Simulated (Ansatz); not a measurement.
## BiOBr (P4/nmm): the G0W0 gap against the k mesh

Wanted: mesh convergence of the gap correction in BiOBr (P4/nmm).

Main program and level: Ansatz 0.2.0; G0W0 on r2SCAN, plane waves, PAW.

Report form: the programs' logs are mostly left out.

The database entry behind the starting cell differs from later determinations by our own check (0.1 to 0.3 % short, probably kX units), so it need not match the best structure at ambient conditions.

## (1) Starting point

Symmetry: P4/nmm, No. 129, tetragonal system. The conventional cell has a = 3.916 Å, b = 3.916 Å, c = 8.077 Å, α = 90.00°, β = 90.00°, γ = 90.00°. Bi has 4 O at 2.32 Å and 4 Br at 3.18 Å nearest. Br has 4 Bi at 3.18 Å nearest. Nearest to O lie 4 Bi at 2.32 Å. Farther neighbours and most contacts between anions are not listed.

The cell and positions come from the Crystallography Open Database and are kept as given unless a step says otherwise. Spin-orbit coupling is left out unless a step names it. The default PAW set here is soft_2. Its files were made with PBE.

## (2) The 2×2×2 mesh

G0W0 replaces the xc potential by the self-energy, built once from these orbitals. Only a window of levels is corrected, while the sums run over the empty bands that the input names.

Contents of input.yaml:

```yaml
crystal:
  lattice:
    - [3.916, 0.0, 0.0]
    - [0.0, 3.916, 0.0]
    - [0.0, 0.0, 8.077]
  atoms:
    - { symbol: Bi, position: [0.0, 0.5, 0.154] }
    - { symbol: Bi, position: [0.5, 0.0, 0.846] }
    - { symbol: Br, position: [0.0, 0.5, 0.653] }
    - { symbol: Br, position: [0.5, 0.0, 0.347] }
    - { symbol: O, position: [0.0, 0.0, 0.0] }
    - { symbol: O, position: [0.5, 0.5, 0.0] }
kpoints:
  mp_grid: { grid: [2, 2, 2] }
hamiltonian:
  xc: r2scan
scf:
  occupations: { method: fixed }
gw:
  n_empty_bands: 281
  ecut_chi: 100
  qp_bands: [v2, c2]
  qp_kpoints: band_edges
  screening: { model: contour_deformation }
```

Started as:

```console
ansatz run input.yaml --threads 3 --pin off --max-ram 92160MiB --backend cuda --events-out ev --progress --plain --runs-dir out --devices 1 --max-vram 13GiB
```

The job ended after 7.7 s (1 × NVIDIA H100 80GB HBM3 (shared by 6 runs) with 3 threads of AMD EPYC 7R13 (Zen 3), shared host; peak memory 1.4 GiB).

Numbers from this step:

| Quantity | Value |
| --- | --- |
| bands summed | 309 |
| RPA ε∞ on this mesh (eigenvalues) | 5.104, 7.579, 7.579 |
| plane waves in the screening matrix | 281 |
| q-points in the mesh | 8 |
| G0W0 gap on the mesh | 3.152 eV |
| k of the valence top | 0, -0.5, -0.5 |
| k of the conduction bottom | 0, 0, -0.5 |
| starting gap on the mesh | 2.626 eV |
| Z at the valence top | 0.7702 |
| Z at the conduction bottom | 0.8092 |
| least direct G0W0 gap on the computed points | 3.388 eV |

The gap on the mesh goes from 2.63 eV to 3.15 eV, a correction of +0.53 eV. Between the two edge states, bare exchange in place of the xc potential would open the gap by 6.92 eV, and correlation takes back 6.40 eV.

## (3) The 4×4×2 mesh

Only the mesh changes. It samples the long-range screening, which converges on its own terms.

Edit input.yaml of step 2 so:

```diff
@@ -13,3 +13,3 @@
 kpoints:
-  mp_grid: { grid: [2, 2, 2] }
+  mp_grid: { grid: [4, 4, 2] }
 hamiltonian:
```

Run time: 14 s. Hardware: 1 × NVIDIA H100 80GB HBM3 (shared by 6 runs) with 3 threads; peak memory 1.6 GiB; 27 s of CPU time.

This step gave:

```yaml
bands_summed: 309
rpa_eps_infinity_on_this_mesh_eigenvalues: 4.661, 6.224, 6.224
plane_waves_in_the_screening_matrix: 281
q_points_in_the_mesh: 32
g0w0_gap_on_the_mesh: 3.275 eV
k_of_the_valence_top: 0, -0.5, -0.5
k_of_the_conduction_bottom: 0, 0, -0.5
starting_gap_on_the_mesh: 2.678 eV
z_at_the_valence_top: 0.7747
z_at_the_conduction_bottom: 0.8205
least_direct_g0w0_gap_on_the_computed_points: 3.569 eV
```

Against the run with 2×2×2 mesh, 281 empty bands, screening to 100 eV, the gap moves by +0.12 eV, while the start moved by +0.05 eV.

## (4) The 6×6×4 mesh

Edit input.yaml of step 3 so:

```diff
@@ -13,3 +13,3 @@
 kpoints:
-  mp_grid: { grid: [4, 4, 2] }
+  mp_grid: { grid: [6, 6, 4] }
 hamiltonian:
```

Elapsed: 67 s, on 1 × NVIDIA H100 80GB HBM3 (shared by 6 runs) with 3 threads; peak memory 2.2 GiB.

This step gave:

* bands summed: 309
* RPA ε∞ on this mesh (eigenvalues): 4.593, 6.108, 6.108
* plane waves in the screening matrix: 281
* G0W0 gap on the mesh: 3.178 eV
* k of the valence top: 0, 0.3333, -0.5
* k of the conduction bottom: 0, 0, -0.5
* starting gap on the mesh: 2.601 eV
* least direct G0W0 gap on the computed points: 3.571 eV

Against the run with 4×4×2 mesh, 281 empty bands, screening to 100 eV, the gap moves by −0.10 eV, while the start moved by −0.08 eV. A band edge is found at another k point on this mesh.

## (5) The meshes together

Times are wall times on 1 × NVIDIA H100 80GB HBM3 (shared by 6 runs) with 3 threads of AMD EPYC 7R13 (Zen 3), shared host, good to a factor of about two.

```tsv
mesh	points	irreducible	start (eV)	G0W0 (eV)	shift (eV)	RPA ε∞ (mean)	time
2×2×2	8	6	2.626	3.152	+0.527	6.75	7.7 s
4×4×2	32	12	2.678	3.275	+0.597	5.70	14 s
6×6×4	144	30	2.601	3.178	+0.577	5.60	67 s
```

## (6) Results

- 2×2×2: 3.152 eV (shift +0.527)
- 4×4×2: 3.275 eV (shift +0.597)
- 6×6×4: 3.178 eV (shift +0.577)
- settings: r2SCAN start, 281 empty bands, 100 eV

In words: The shift is +0.53 eV on 2×2×2 and +0.58 eV on 6×6×4. On 6×6×4 the edges lie at (0.000, 0.333, 0.500) and (0.000, 0.000, 0.500), on 4×4×2 at (0.000, 0.500, 0.500) and (0.000, 0.000, 0.500), so these two shifts belong to different pairs of states. The RPA ε∞ (mean) ranges from 5.60 to 6.75 and ends at 5.60; the coarsest mesh overstates it. The starting gap changes too, by 0.08 eV, since the meshes hold different points and converge the density differently. From 8 to 144 points the time grows 8.6-fold. Bands and cutoff are modest here, so the values stand off the basis limit. Where an edge is built on 6p states of lead, bismuth or thallium, scalar-relativistic gaps usually stand too wide, by a few tenths to over one eV. The many-body steps are scalar-relativistic: spin-orbit coupling is not in them.

[Paths, hosts, dates, memory and timing lines, banners, echoed tables and standing remarks are left out of the program output.]

[Logs are printed without paths, hosts, clocks, repeated set-up lines and the standing remarks that a program may print on its own settings, such as how far it seeks lower states.]

[Runs of the session that timed out or met a known fault of the program may be left out.]

[Cells called generated may have been cut or substituted from an entry of the Crystallography Open Database or the Materials Project.]

[Hosts, paths, dates, database ids (printed as entryN), source tags and the programs' standing remarks are cut or masked in the printed files.]
